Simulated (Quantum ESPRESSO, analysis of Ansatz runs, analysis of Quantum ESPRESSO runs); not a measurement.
# Local vibrational mode of the Al-H pair in alpha-quartz (PBE) (Quantum ESPRESSO)

Subject: Al-H pair in alpha-quartz. Wanted: its local vibrational mode, in one set-up (PBE, JTH 2.0 PBE, 36-site cell, PBE lattice, k: the single point 1/4 1/4 1/4). The model is a cell of 36 host atoms with Al put on another atom's site and H put in between. The frequencies come from force constants among the defect atom and its neighbours, with the masses of the isotopes named. Other potentials or another program check that the number doesn't hang on one set of files.

Measured beforehand: O-H stretch, 1H: 3378 cm⁻¹ at 300 K, by diffuse reflectance FTIR (“Structural evolution of water and hydroxyl groups during thermal, mechanical and chemical treatment of high purity natural quartz”, 2020, pmc:9055915). O-H stretch, 1H: 3313 cm⁻¹ at 300 K, by diffuse reflectance FTIR (“Structural evolution of water and hydroxyl groups during thermal, mechanical and chemical treatment of high purity natural quartz”, 2020, pmc:9055915). The runs below try to reproduce this.

Calculated with Quantum ESPRESSO 7.5; Quantum ESPRESSO plane-wave DFT, PBE, JTH 2.0 PBE potentials; relaxation of all atoms of a defect supercell.

## 1. The starting structure

The cell holds 37 atoms: 11 Si, 24 O, 1 Al and 1 H. Cell: a = 7.341 Å, b = 7.341 Å, c = 9.873 Å, α = 70.4°, β = 70.4°, γ = 71.2°. It derives from SiO2 (space group P3_221). Nearest the centre at fractional (0.355, 0.472, 0.482): O7 at 0.31 Å, H37 at 1.30 Å, Al24 at 1.31 Å, Si1 at 1.86 Å, O14 at 2.38 Å, O36 at 2.40 Å, O29 at 2.41 Å, O17 at 2.75 Å.

The host's primitive cell comes from a first run (Quantum ESPRESSO plane-wave DFT, PBE, JTH 2.0 PBE potentials; relaxation of cell and atoms of a defect-free cell): vectors of 4.937, 4.937 and 5.433 Å. That is 12.74 Å³ an atom, 1.3 % over the diffraction cell's volume. The supercell is built on it.

## 2. Relaxation, charge 0

Every later number rests on the structure around the defect, so the atoms are relaxed at the host's lattice first.

pw.in reads:

```
&CONTROL
  calculation = 'relax'
  prefix = 'pwscf'
  outdir = './tmp'
  pseudo_dir = './pseudo'
  tprnfor = .true.
  disk_io = 'low'
  nstep = 70
  forc_conv_thr = 0.00039
  etot_conv_thr = 0.0001
/
&SYSTEM
  ibrav = 0
  nat = 37
  ntyp = 4
  ecutwfc = 40
  ecutrho = 240
  nbnd = 100
  occupations = 'smearing'
  smearing = 'fd'
  degauss = 0.00073499
  nosym = .true.
/
&ELECTRONS
  conv_thr = 4d-08
  electron_maxstep = 100
  mixing_beta = 0.5
/
&IONS
  ion_dynamics = 'bfgs'
/
ATOMIC_SPECIES
Si    28.0850 Si.GGA_PBE-JTH.UPF
O     15.9990 O.GGA_PBE-JTH.UPF
Al    26.9815 Al.GGA_PBE-JTH.UPF
H      1.0080 H.GGA_PBE-JTH.UPF
CELL_PARAMETERS angstrom
  -2.4683738193    4.2753489128    5.4330243171
   4.9367476386    0.0000000000    5.4330243171
   4.9367476386    8.5506978255    0.0000000000
ATOMIC_POSITIONS crystal
Si     0.1012506859    0.5671949337    0.4508109231
Si     0.5955415538    0.0698063865    0.2010044372
Si     0.3991339688    0.9330158343    0.0334471625
Si     0.9034464235    0.4335662300    0.2831606508
Si     0.0007843649   -0.0028549539    0.2649962365
Si     0.5008419742    0.5013688076    0.0128895125
O      0.3199862654    0.4630985932    0.4756527984
O      0.8186285093    0.9676984272    0.2234704801
O      0.4326691621    0.0177479930    0.3581253473
O      0.9325436845    0.5194426916    0.1082862325
O      0.4254634633    0.6924457857    0.0833266240
O      0.9253749936    0.1939037784    0.3329097086
O      0.1796253349    0.0335131994    0.1149213964
O      0.6772613217    0.5361179862    0.3675922684
O      0.0693293151    0.4781797169    0.3310202369
O      0.5673540652    0.9809103858    0.0803175827
O      0.0771480335    0.8067823169    0.3889648022
O      0.5744927483    0.3042936719    0.1404931493
Si     0.0971617550    0.5700444780    0.9491405065
Si     0.5960256085    0.0686721298    0.7000682977
Si     0.4025382306    0.9342461545    0.5331971474
Si     0.9038288227    0.4311295456    0.7823798645
Si    -0.0008544322   -0.0003807469    0.7672516401
Al     0.5009577927    0.5019180205    0.5131325560
O      0.3202616122    0.4664448918    0.9714954141
O      0.8189469967    0.9677982804    0.7233589176
O      0.4309447514    0.0210659105    0.8545240885
O      0.9346770290    0.5195421653    0.6049781657
O      0.4249496282    0.6909307608    0.5831373040
O      0.9260039367    0.1946389180    0.8291012058
O      0.1794860554    0.0322984997    0.6171204879
O      0.6768108266    0.5354751364    0.8666824226
O      0.0667870182    0.4800349499    0.8307907828
O      0.5681932638    0.9793691579    0.5843720300
O      0.0716895916    0.8069836566    0.8916296218
O      0.5764708636    0.3083695747    0.6404397871
H      0.2100508206    0.4466181348    0.4471902534
K_POINTS crystal
1
0.25 0.25 0.25 1.0
```

Command:

```console
$ OMP_NUM_THREADS=1 mpirun -n 4 pw.x -in pw.in > pw.out
```

What it wrote:

```text
This program is part of the open-source Quantum ESPRESSO suite
     for quantum simulation of materials; please cite
         "P. Giannozzi et al., J. Phys.:Condens. Matter 21 395502 (2009);
         "P. Giannozzi et al., J. Phys.:Condens. Matter 29 465901 (2017);
         "P. Giannozzi et al., J. Chem. Phys. 152 154105 (2020);
          URL
     in publications or presentations arising from this work. More details at

     file Si.GGA_PBE-JTH.UPF: wavefunction(s)  0S 0P renormalized
     file O.GGA_PBE-JTH.UPF: wavefunction(s)  0S 2P 0P renormalized
     file Al.GGA_PBE-JTH.UPF: wavefunction(s)  3S 0S 3P 0P renormalized
     file H.GGA_PBE-JTH.UPF: wavefunction(s)  1S 0S 0P renormalized

     Subspace diagonalization in iterative solution of the eigenvalue problem:
     a serial algorithm will be used

     --------------------
     sticks:   dense  smooth     PW     G-vecs:    dense   smooth      PW
     Min         870     579    153                48593    26444    3544
     Max         871     580    154                48597    26445    3546
     Sum        3481    2317    615               194377   105779   14181

     Using Slab Decomposition

     bravais-lattice index     =            0
     lattice parameter (alat)  =      13.8723  a.u.
     unit-cell volume          =    3095.3569 (a.u.)^3
     number of atoms/cell      =           37
     number of atomic types    =            4
     number of electrons       =       192.00
     number of Kohn-Sham states=          100
     kinetic-energy cutoff     =      40.0000  Ry
     charge density cutoff     =     240.0000  Ry
     scf convergence threshold =      4.0E-08
     mixing beta               =       0.5000
     number of iterations used =            8  plain     mixing
     energy convergence thresh.=      1.0E-04
     force convergence thresh. =      3.9E-04
     Exchange-correlation= SLA PW PBX PBC
                           (   1   4   3   4   0   0   0)
     nstep                     =           70

     celldm(1)=  13.872344  celldm(2)=   0.000000  celldm(3)=   0.000000
     celldm(4)=   0.000000  celldm(5)=   0.000000  celldm(6)=   0.000000

     crystal axes: (cart. coord. in units of alat)
               a(1) = (  -0.336248   0.582399   0.740100 )
               a(2) = (   0.672496   0.000000   0.740100 )
               a(3) = (   0.672496   1.164798   0.000000 )

     reciprocal axes: (cart. coord. in units 2 pi/alat)
               b(1) = ( -0.743498  0.429259  0.675584 )
               b(2) = (  0.743498 -0.429259  0.675584 )
               b(3) = (  0.371749  0.643889 -0.337792 )

     PseudoPot. # 1 for Si read from file:
     Si.GGA_PBE-JTH.UPF
     Pseudo is Projector augmented-wave + core cor, Zval =  4.0
     Generated using ATOMPAW code
     Shape of augmentation charge: BESSEL
     Using radial grid of  988 points,  4 beta functions with:
                l(1) =   0
                l(2) =   0
                l(3) =   1
                l(4) =   1
     Q(r) pseudized with 0 coefficients

     PseudoPot. # 2 for O  read from file:
     O.GGA_PBE-JTH.UPF
     Pseudo is Projector augmented-wave + core cor, Zval =  6.0
     Generated using ATOMPAW code
     Shape of augmentation charge: SINC**2
     Using radial grid of  943 points,  4 beta functions with:
                l(1) =   0
                l(2) =   0
                l(3) =   1
                l(4) =   1
     Q(r) pseudized with 0 coefficients

     PseudoPot. # 3 for Al read from file:
     Al.GGA_PBE-JTH.UPF
     Pseudo is Projector augmented-wave + core cor, Zval =  3.0
     Generated using ATOMPAW code
     Shape of augmentation charge: SINC**2
     Using radial grid of  982 points,  4 beta functions with:
                l(1) =   0
                l(2) =   0
                l(3) =   1
                l(4) =   1
     Q(r) pseudized with 0 coefficients

     PseudoPot. # 4 for H  read from file:
     H.GGA_PBE-JTH.UPF
     Pseudo is Projector augmented-wave + core cor, Zval =  1.0
     Generated using ATOMPAW code
     Shape of augmentation charge: SINC**2
     Using radial grid of  777 points,  3 beta functions with:
                l(1) =   0
                l(2) =   0
                l(3) =   1
     Q(r) pseudized with 0 coefficients

     atomic species   valence    mass     pseudopotential
     Si                4.00    28.08500     Si( 1.00)
     O                 6.00    15.99900     O ( 1.00)
     Al                3.00    26.98150     Al( 1.00)
     H                 1.00     1.00800     H ( 1.00)

     No symmetry found

   Cartesian axes

     site n.     atom                  positions (alat units)
         1        Si     tau(   1) = (   0.6505599   0.5840719   0.4947169  )
         2        Si     tau(   2) = (  -0.0181305   0.5809723   0.4924243  )
         3        Si     tau(   3) = (   0.5157348   0.2714144   0.9859246  )
         4        Si     tau(   4) = (   0.1782140   0.8559912   0.9895236  )
         5        Si     tau(   5) = (   0.1760253   0.3091239  -0.0015324  )
         6        Si     tau(   6) = (   0.1774296   0.3067035   0.7417366  )
         7        O      tau(   7) = (   0.5237121   0.7403990   0.5795614  )
         8        O      tau(   8) = (   0.5257944   0.7370663   1.3220613  )
         9        O      tau(   9) = (   0.1072892   0.6691297   0.3333539  )
        10        O      tau(  10) = (   0.1085793   0.6692440   1.0746157  )
        11        O      tau(  11) = (   0.3786428   0.3448481   0.8273651  )
        12        O      tau(  12) = (   0.0431245   0.9267099   0.8283787  )
        13        O      tau(  13) = (   0.0394230   0.2384738   0.1577439  )
        14        O      tau(  14) = (   0.3800140   0.8226070   0.8980225  )
        15        O      tau(  15) = (   0.5208722   0.4259490   0.4052117  )
        16        O      tau(  16) = (   0.5229002   0.4239802   1.1458712  )
        17        O      tau(  17) = (   0.7781947   0.4979963   0.6541972  )
        18        O      tau(  18) = (   0.1059454   0.4982301   0.6503902  )
        19        Si     tau(  19) = (   0.9889759   1.1621437   0.4937996  )
        20        Si     tau(  20) = (   0.3165626   1.1625627   0.4919431  )
        21        Si     tau(  21) = (   0.8514975   0.8555047   0.9893547  )
        22        Si     tau(  22) = (   0.5121699   1.4377033   0.9880033  )
        23        Si     tau(  23) = (   0.5160052   0.8931955  -0.0009142  )
        24        Al     tau(  24) = (   0.5141717   0.8894530   0.7422288  )
        25        O      tau(  25) = (   0.8593222   1.3181158   0.5822418  )
[...]
atom   11 type  2   force =    -0.00005573    0.00009794    0.00016818
     atom   12 type  2   force =    -0.00010780    0.00001535   -0.00021757
     atom   13 type  2   force =    -0.00002877   -0.00022794    0.00003059
     atom   14 type  2   force =    -0.00011400   -0.00007224   -0.00005718
     atom   15 type  2   force =     0.00045438    0.00011236    0.00000834
     atom   16 type  2   force =     0.00001460    0.00015407   -0.00025753
[...]
Total force =     0.001658     Total SCF correction =     0.000013
     Energy error            =      5.3E-06 Ry
     Gradient error          =      5.0E-04 Ry/Bohr

     number of scf cycles    =  67
     number of bfgs steps    =  66

     energy             old  =   -1558.6075693501 Ry
     energy             new  =   -1558.6075746240 Ry

     CASE: energy            _new < energy            _old

     new trust radius        =       0.0035181320 bohr
     new conv_thr            =       0.0000000004 Ry

ATOMIC_POSITIONS (crystal)
Si               0.0791942024        0.5705045361        0.4446921654
Si               0.5875247574        0.0775058709        0.2110152568
Si               0.3920787682        0.9269309691        0.0447591039
Si               0.8952532483        0.4357300770        0.2719524735
Si              -0.0095948609       -0.0003323168        0.2698331851
Si               0.5020263014        0.5045107910        0.0080489938
O                0.3134710275        0.4492856354        0.4571939880
O                0.8055369331        0.9618490563        0.2372221972
O                0.4219007215        0.0807784797        0.3707275106
O                0.9422203954        0.5042099625        0.0923886390
O                0.4172374228        0.6886829097        0.0842404798
O                0.9234526290        0.1946456572        0.3314875585
O                0.1649092432        0.0285539369        0.1179109246
O                0.6785649028        0.5470313233        0.3449015690
O                0.0618863169        0.4892005801        0.3189815320
O                0.5405213496        0.9687935527        0.1145052771
[...]
NEW-OLD atomic charge density approx. for the potential

     Check: negative core charge=   -0.000002

     negative rho (up, down):  4.068E-02 0.000E+00

     Self-consistent Calculation

     iteration #  1     ecut=    40.00 Ry     beta= 0.50
     Davidson diagonalization with overlap
     ethr =  1.00E-06,  avg # of iterations =  2.0

     Threshold (ethr) on eigenvalues was too large:
     Diagonalizing with lowered threshold

     Davidson diagonalization with overlap
     ethr =  3.15E-09,  avg # of iterations =  3.0

     negative rho (up, down):  4.068E-02 0.000E+00

     total energy              =   -1558.60757799 Ry
     estimated scf accuracy    <       0.00000820 Ry

     iteration #  2     ecut=    40.00 Ry     beta= 0.50
     Davidson diagonalization with overlap
     ethr =  4.27E-09,  avg # of iterations =  2.0

     negative rho (up, down):  4.068E-02 0.000E+00

     total energy              =   -1558.60757841 Ry
     estimated scf accuracy    <       0.00000100 Ry

     iteration #  3     ecut=    40.00 Ry     beta= 0.50
     Davidson diagonalization with overlap
     ethr =  5.18E-10,  avg # of iterations =  2.0

     negative rho (up, down):  4.068E-02 0.000E+00

     total energy              =   -1558.60757856 Ry
     estimated scf accuracy    <       0.00000008 Ry

     iteration #  4     ecut=    40.00 Ry     beta= 0.50
     Davidson diagonalization with overlap
     ethr =  3.96E-11,  avg # of iterations =  5.0

     negative rho (up, down):  4.068E-02 0.000E+00

     total energy              =   -1558.60757857 Ry
     estimated scf accuracy    <       0.00000002 Ry

     iteration #  5     ecut=    40.00 Ry     beta= 0.50
     Davidson diagonalization with overlap
     ethr =  7.83E-12,  avg # of iterations =  5.0

     negative rho (up, down):  4.068E-02 0.000E+00

     total energy              =   -1558.60757858 Ry
     estimated scf accuracy    <          6.5E-10 Ry

     iteration #  6     ecut=    40.00 Ry     beta= 0.50
     Davidson diagonalization with overlap
     ethr =  3.40E-13,  avg # of iterations =  6.0

     negative rho (up, down):  4.068E-02 0.000E+00

     End of self-consistent calculation

          k = 0.0929 0.1610 0.2533 ( 13229 PWs)   bands (ev):

   -17.3104 -16.7161 -16.4211 -16.2995 -16.1277 -16.1009 -16.0454 -15.8002
   -15.4951 -15.3517 -15.2483 -15.1604 -14.9914 -14.9227 -14.8760 -14.8582
   -14.8306 -14.8097 -14.7675 -14.6593 -14.6325 -14.2166 -13.9268 -13.7916
    -6.3117  -6.1046  -5.7803  -5.5214  -4.9911  -4.7046  -4.4688  -4.2654
    -4.1439  -3.8988  -3.6028  -3.3053  -3.0389  -2.9230  -2.8495  -2.8083
    -2.7308  -2.6287  -2.5079  -2.4427  -2.3601  -2.1402  -1.8964  -1.4500
    -1.3672  -0.7454  -0.6783  -0.6037  -0.5494  -0.4654  -0.4267  -0.3427
    -0.2703  -0.2234  -0.1028  -0.0218   0.1159   0.2129   0.2834   0.3590
     0.4380   0.5027   0.5818   0.6619   0.7249   0.7802   0.8604   0.9039
     1.0097   1.0635   1.1151   1.1420   1.1871   1.2566   1.3383   1.3974
     1.4615   1.4788   1.5863   1.7464   1.8053   1.8329   1.9109   1.9305
     2.0064   2.1274   2.1739   2.2498   2.3332   2.4439   2.5249   2.6917
     8.6753  10.4393  10.8656  10.9352

     the Fermi energy is     3.9238 ev

!    total energy              =   -1558.60757858 Ry
     total all-electron energy =     -1558.607579 Ry
     estimated scf accuracy    <          6.8E-11 Ry
     smearing contrib. (-TS)   =       0.00000000 Ry
     internal energy E=F+TS    =   -1558.60757858 Ry

     The total energy is F=E-TS. E is the sum of the following terms:
     one-electron contribution =    -404.92359576 Ry
     hartree contribution      =     311.37056764 Ry
     xc contribution           =    -227.35620575 Ry
     ewald contribution        =    -554.66020677 Ry
     one-center paw contrib.   =    -683.03813795 Ry

     convergence has been achieved in   6 iterations

     negative rho (up, down):  4.068E-02 0.000E+00

     Forces acting on atoms (cartesian axes, Ry/au):

[...]
atom   30 type  2   force =     0.00011013    0.00024428    0.00025069
     atom   31 type  2   force =    -0.00004370    0.00022925   -0.00013970
     atom   32 type  2   force =    -0.00025845    0.00007642   -0.00008780
     atom   33 type  2   force =     0.00008839   -0.00000989   -0.00011375
     atom   34 type  2   force =    -0.00008543   -0.00000022    0.00001896
     atom   35 type  2   force =     0.00031209    0.00010375    0.00012305
     atom   36 type  2   force =    -0.00014805   -0.00025785   -0.00006924
     atom   37 type  4   force =    -0.00012339   -0.00000692   -0.00000651

     Total force =     0.001423     Total SCF correction =     0.000012
     Energy error            =      4.0E-06 Ry
     Gradient error          =      3.9E-04 Ry/Bohr

     bfgs converged in  68 scf cycles and  67 bfgs steps
     (criteria: energy <  1.0E-04 Ry, force <  3.9E-04 Ry/Bohr)

     End of BFGS Geometry Optimization

     Final energy             =   -1558.6075785835 Ry

     File ./tmp/pwscf.bfgs deleted, as requested
Begin final coordinates

ATOMIC_POSITIONS (crystal)
[...]
O                0.9114097459        0.1977475004        0.8432638406
O                0.1751146065        0.0621615291        0.6278627041
O                0.6823788352        0.5508991767        0.8619650913
O                0.0754316799        0.4899790510        0.8153830919
O                0.5671372424        0.9632127408        0.6008491140
O                0.0802311623        0.8077995126        0.8926668852
O                0.5770610282        0.3000426856        0.6463039395
H                0.3606376173        0.3343676445        0.4122043428
End final coordinates

=------------------------------------------------------------------------------=
   JOB DONE.
=------------------------------------------------------------------------------=
```

Run time: 9.7 min. Hardware: 4 MPI ranks of Intel Xeon 6975P-C (Granite Rapids), shared host; peak memory 0.79 GiB; 39 min of CPU time.

(Continued in part 2 of 2.)

[Logs are printed without paths, hosts, clocks, repeated set-up lines and the standing remarks that a program may print on its own settings, such as how far it seeks lower states.]

[Hosts, paths, dates, database ids (printed as entryN), source tags and the programs' standing remarks are cut or masked in the printed files.]

[For some hosts the program warned that the k-mesh of the response run may be too coarse for force constants and the static dielectric constant; such warnings are not shown here.]
